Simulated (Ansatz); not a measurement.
# GaCo (Pm-3m): Grüneisen parameters, part 2 of 2

Wanted: mode Grüneisen parameters of GaCo (Pm-3m).

Ansatz 0.2.0; DFT PBEsol, scalar-relativistic, plane waves, PAW; PAW set soft_1.

So far, highest frequency on the path or at a solved wavevector (cm⁻¹): step 2 (phonons on a q mesh) 290; step 4 (phonons at the other volume, volume ratio 0.97) 311.

### Step 5. Relaxing at another volume, volume ratio 1.03

The volume is scaled by 1.03 and held; symmetry leaves nothing to relax, so this is a single point. The modes can then be followed against volume.

Input file input.yaml:

```yaml
crystal:
  lattice:
    - [2.8679383336, 0.0, 0.0]
    - [0.0, 2.8679383336, 0.0]
    - [0.0, 0.0, 2.8679383336]
  atoms:
    - { symbol: Ga, position: [0.5, 0.5, 0.5] }
    - { symbol: Co, position: [0.0, 0.0, 0.0] }
kpoints:
  mp_grid: { grid: [16, 16, 16] }
hamiltonian:
  xc: pbesol
  pseudopotentials: { kind: paw, azcp: { folder: soft_1 }, xc_functional: pbe }
scf:
  occupations: { method: methfessel_paxton, width: 0.2 }
output:
  forces: true
  stress: true
  eigenvalues: true
  write_density: true
  write_potential: true
  elf: true
  volumetric_format: npy
```

Started as:

```sh
$ ansatz run input.yaml --threads 4 --pin off --max-ram 10240MiB --backend cpu --events-out ev --progress --plain --runs-dir out
```

Numbers of over 12 decimals in the logs are rounded to 6 here.

The program printed:

```text
[...]
Crystal: 2 atoms, lattice volume = 23.589 Å³
Basis set: ecut = 420 eV, 461 PW (Γ), exchange–correlation on 40×40×40 points (8 copies of the dense FFT grid, shifted against one another)
Bands: 19, of which v1, the nominal top of the filled ones, is band 15 counted from 1 (14 counted from 0)
Symmetry: 48 space group operations
[...]
k-points: 165 of 4096
[...]
--- Band table (eV; the first three rows and the last of 165) ---
  k-point 0: bands = [... 11 lower, 14.3240, 16.2095, 16.2095, 16.2095, 22.1249, 22.1249, 22.1249, 27.9997]
  k-point 1: bands = [... 11 lower, 14.3322, 16.1571, 16.1571, 16.2097, 21.5362, 22.2591, 22.2591, 28.0119]
  k-point 2: bands = [... 11 lower, 14.3557, 16.0160, 16.0160, 16.2102, 20.2870, 22.6458, 22.6458, 28.0488]
  k-point 164: bands = [... 11 lower, 12.7696, 16.7216, 16.7216, 17.6265, 20.7633, 20.7633, 20.7633, 21.7835]
[key lines of the parts left out:]
SCF converged after 8 iterations
Free energy (F): -8836.854225 eV
Fermi energy:    16.941045 eV
P = ⅓ Tr σ = -5.5345 GPa (-55.345 kbar)
```

It took 1.8 s on 4 threads of Arm Neoverse V1, shared host; peak memory 0.37 GiB; 6.4 s of CPU time.

Numbers from this step:

```
pressure        : -5.534 GPa
volume per atom : 11.79 Å³
```

The run ends at a pressure of -5.53 GPa.

### Step 6. Phonons at the other volume, volume ratio 1.03

The phonons are repeated at this volume on the same k and q meshes.

input.yaml, the sections that differ from step 5:

```yaml
output:
  eigenvalues: true
phonons:
  method: dfpt
  qmesh: [4, 4, 4]
  temperatures: { t_max: 1000, t_step: 50 }
  qpath:
    path:
      - [[0.0, 0.0, 0.0], [0.0, 0.5, 0.0], [0.5, 0.5, 0.0], [0.0, 0.0, 0.0], [0.5, 0.5, 0.5], [0.0, 0.5, 0.0]]
      - [[0.5, 0.5, 0.5], [0.5, 0.5, 0.0]]
    npoints: 10
# crystal, kpoints, hamiltonian, scf: as in step 5
```

The program printed:

```text
[...]
Crystal: 2 atoms, lattice volume = 23.589 Å³
Basis set: ecut = 420 eV, 461 PW (Γ), exchange–correlation on 40×40×40 points (8 copies of the dense FFT grid, shifted against one another)
Bands: 19, of which v1, the nominal top of the filled ones, is band 15 counted from 1 (14 counted from 0)
Symmetry: 48 space group operations
k-points: 165 of 4096
[...]
k-point 164: bands = [... 11 lower, 12.7696, 16.7216, 16.7216, 17.6265, 20.7633, 20.7633, 20.7633, 21.7835]
[...]
ASR residual: 1.894e-5 → 0.000e0 eV/Å²; symmetrization residual: 5.238e-6 eV/Å²
  ASR residual per site (eV/Å²): 1.89e-5 8.74e-6
  Γ frequencies (cm⁻¹): 0.00 0.00 0.00 227.19 227.19 227.19
--- Phonons (arbitrary-q DFPT): 10 irreducible q on the 4×4×4 mesh ---
[...]
interpolated dispersion: 62 rows × 6 modes
[...]
[key lines of the parts left out:]
SCF converged after 10 iterations
Free energy (F): -8836.854225 eV
Fermi energy:    16.941070 eV
```

Wall time 8.5 min (4 threads); peak memory 3.1 GiB.

Numbers from this step:

```yaml
sum_rule_residual_before_enforcement: 1.89e-5 eV/Å²
highest_frequency_on_the_path_or_at_a_solved_wavevector: 271.2 cm⁻¹
mean_frequency: 181.4 cm⁻¹
debye_temperature_second_moment: 350 K
logarithmic_mean_frequency: 173.5 cm⁻¹
highest_optical_mode_at_the_zone_centre_no_lo_to_term: 227.2 cm⁻¹
lowest_optical_zone_centre_mode: 227.2 cm⁻¹
lowest_mode_on_the_q_mesh_acoustic_modes_at_gamma_apart: 92.96 cm⁻¹
zero_point_energy_per_atom: 33.74 meV
heat_capacity_at_300_k: 23.33 J/(mol atoms K)
vibrational_entropy_at_300_k: 30.35 J/(mol atoms K)
```

Frequencies (cm⁻¹) solved at each irreducible wavevector; negative means imaginary. Frequencies by wavevector, by row:

```csv
q in reciprocal lattice units,star,mode 1,mode 2,mode 3,mode 4,mode 5,mode 6
0 0 0,1,0,0,0,227.2,227.2,227.2
0 0 0.25,6,93,93,142.9,207.7,207.7,245.4
0 0 -0.5,3,156.7,156.7,162.6,162.6,229.3,233.4
0 0.25 0.25,12,93.1,120.5,192.2,195.7,203.1,248
0 0.25 -0.5,12,135.4,144.1,158.6,169.3,246.4,251.9
0 -0.5 -0.5,3,121.2,121.2,154.3,183.9,271.2,271.2
0.25 0.25 0.25,8,123.5,123.5,175,222.1,228,228
0.25 0.25 -0.5,12,138.3,146.5,163.2,187.9,244.6,246.8
0.25 -0.5 -0.5,6,146.2,146.2,170.6,185.6,248.8,248.8
-0.5 -0.5 -0.5,1,182.7,182.7,182.7,209.3,209.3,209.3
```

The highest optical mode at the zone centre (no LO-TO term) is 227.2 cm⁻¹, -16.1 cm⁻¹ against the base run.

### Step 7. Grüneisen parameters

The Grüneisen parameter of a mode is minus the logarithmic change of its frequency with volume, −d ln ω / d ln V; weighted by heat capacity it gives the expansion.

This step gave:

```
bulk modulus : 201.6 GPa
```

Phonon branches along the path, in cm⁻¹:

```csv
point,branch 1,branch 2,branch 3,branch 4,branch 5,branch 6
Γ,0,0,0,243,243,243
halfway,99,99,152,223,223,261
X,170,170,173,173,244,246
halfway,144,151,169,182,263,270
M,126,126,165,197,290,290
halfway,97,129,206,210,214,266
Γ,0,0,0,243,243,243
halfway,131,131,184,238,245,245
R,200,200,200,221,221,221
halfway,145,154,179,199,262,264
X,170,170,173,173,244,246
jump to R,200,200,200,221,221,221
halfway,155,155,186,197,267,267
M,126,126,165,197,290,290
```

The same for volume x 0.97:

```csv
point,branch 1,branch 2,branch 3,branch 4,branch 5,branch 6
Γ,0,0,0,260,260,260
X,184,184,184,184,259,259
M,132,132,176,210,311,311
Γ,0,0,0,260,260,260
R,218,218,218,233,233,233
X,184,184,184,184,259,259
R,218,218,218,233,233,233
M,132,132,176,210,311,311
```

The same for volume x 1.03:

```csv
point,branch 1,branch 2,branch 3,branch 4,branch 5,branch 6
Γ,0,0,0,227,227,227
X,157,157,163,163,229,233
M,121,121,154,184,271,271
Γ,0,0,0,227,227,227
R,183,183,183,209,209,209
X,157,157,163,163,229,233
R,183,183,183,209,209,209
M,121,121,154,184,271,271
```

The first set of phonon branches as a text plot (rows in cm⁻¹):

```
    304 |
    291 |             ****                                     **
    278 |           ***  ****                                 *
    265 |   ***    **     *  **                    ***       *
    252 | **   * ***           **        ****     *   ***  **
    239 |***    **         **  ************* *   *       *
    226 |   *  *              **     **     *****         *
    214 |    *               **        *        ***       **
    201 |     *        ** ****         *      **** **     * **  *
    188 |      *    ***  * **           *    *  * ** **    *****
    175 |    *  ****      *   *             *    *  ****** *  **
    162 |      *  *********          **  ****     **  **    *   *
    149 |   *      **    * **            **        ****      *
    136 |     *     *** *      *        *                     **
    123 |             ****   *      *                           *
    110 |    *            *** *        *
     97 |  **                *  *
     84 |                     **     **
     71 | *                    *
     58 |  *                    *  **
     45 | *                     **
     32 |*                       * *
     19 |*
      6 |                         *
         Γ      X      M          Γ            R        X|R     M
```

Mode Grueneisen parameter -dln(w)/dln(V), modes matched by rank; at Γ the acoustic branches take the value of a neighbouring point of the path. Mode grüneisen parameters along the path, in :

```csv
point,branch 1,branch 2,branch 3,branch 4,branch 5,branch 6
Γ,1.96,1.96,1.99,2.25,2.25,2.25
halfway,2.12,2.12,1.95,2.32,2.32,2.01
X,2.66,2.66,2.09,2.09,2.02,1.73
halfway,1.97,1.55,2.10,2.43,2.19,2.23
M,1.39,1.39,2.17,2.20,2.26,2.26
halfway,1.37,2.14,2.31,2.32,1.80,2.28
Γ,1.29,1.95,2.17,2.25,2.25,2.25
halfway,2.01,2.01,1.60,2.26,2.32,2.32
R,2.93,2.93,2.93,1.81,1.81,1.81
halfway,1.66,1.64,3.03,1.88,2.33,2.21
X,2.66,2.66,2.09,2.09,2.02,1.73
jump to R,2.93,2.93,2.93,1.81,1.81,1.81
halfway,1.94,1.94,2.83,1.91,2.30,2.30
M,1.39,1.39,2.17,2.20,2.26,2.26
```

The mode Grüneisen parameters as a text plot (rows in , shown from 1.3 to 3.0 only):

```
   2.96 |                                     ****   *    ***
   2.89 |                                             *
   2.82 |                                              *     *
   2.75 |
   2.68 |       **                           *           **
   2.61 |         *                             *
   2.54 |                                   *   *       *     *
   2.47 |        * *
   2.40 |      *  *                          *          *
   2.33 |   ****    *     *****        ******    ****   *   ** *
   2.26 |***  *     ************************     *** * *   *  ***
   2.20 | *  *     *   **  **   ****        **      ***
   2.13 |  **    ******  *****  *   *    **     *      *       **
   2.06 |       * **          **            **    *   * **  * *
   1.99 |*****  ***             *    ** *         *    ****
   1.92 |   ****              *  **                  **      *
   1.85 |      *                       *        ***** ***  **
   1.78 |        ** *      ***                **   *      *
   1.71 |       *                    ***   *         **  *
   1.64 |          *      *         *               **        *
   1.57 |            *             *    ***
   1.50 |           * *  *                                     *
   1.43 |            *  *                                       *
   1.37 |             *********
         Γ      X      M          Γ            R        X|R     M
```

(dS/dlnV)/C_V. Table of thermodynamic Grueneisen parameter by temperature:

```csv
temperature (K),thermodynamic Grueneisen parameter
50,1.97
100,2.06
150,2.08
200,2.09
250,2.09
300,2.09
350,2.09
400,2.10
450,2.10
500,2.10
550,2.10
600,2.10
650,2.10
700,2.10
750,2.10
800,2.10
850,2.10
900,2.10
950,2.10
1000,2.10
```

Gamma C_V/(B V) at the static volume. The volume expansion by temperature:

```csv
temperature (K),volume expansion (1e-6/K)
50,6.03
100,20.3
150,27.9
200,31.7
250,33.6
300,34.8
350,35.5
400,36.0
450,36.4
500,36.6
550,36.8
600,36.9
650,37.0
700,37.1
750,37.2
800,37.2
850,37.3
900,37.3
950,37.4
1000,37.4
```

### Step 8. What came out

```yaml
bulk_modulus: 202 GPa
thermodynamic_grueneisen_parameter_at_300_k: 2.094
volume_expansion_at_300_k_estimated: 34.82 × 10⁻⁶ K⁻¹
```

By this estimate the volume grows by 34.8 × 10⁻⁶ per kelvin at 300 K. The highest optical mode at Γ goes from 260 to 227 cm⁻¹ as the cell grows, a Grüneisen parameter of 2.26. Mode parameters on the path run from 1.3 to 3.0, with a median of 2.2. Branches are matched by rank, so values near crossings are rough. The expansion is the Grüneisen estimate at the static volume, with the static bulk modulus. Some magnetic starts kept moments in single points, but the one carried on lost them, and the others were not relaxed, so the runs shown are non-magnetic; if the real compound is magnetic, its cell and modes can differ much. With no gap, or one that is small against the smearing, the frequencies hang on the k mesh and the smearing, most of all near Kohn anomalies. The phonon runs are without spin polarisation, although Co often carries a moment. The PAW files were made for PBE and serve the other functionals too. A phonon run warned that its eigensolver left some bands unconverged in a pass.

[Logs are printed without paths, hosts, clocks, repeated set-up lines and the standing remarks that a program may print on its own settings, such as how far it seeks lower states.]

[Hosts, paths, dates, database ids (printed as entryN), source tags and the programs' standing remarks are cut or masked in the printed files.]
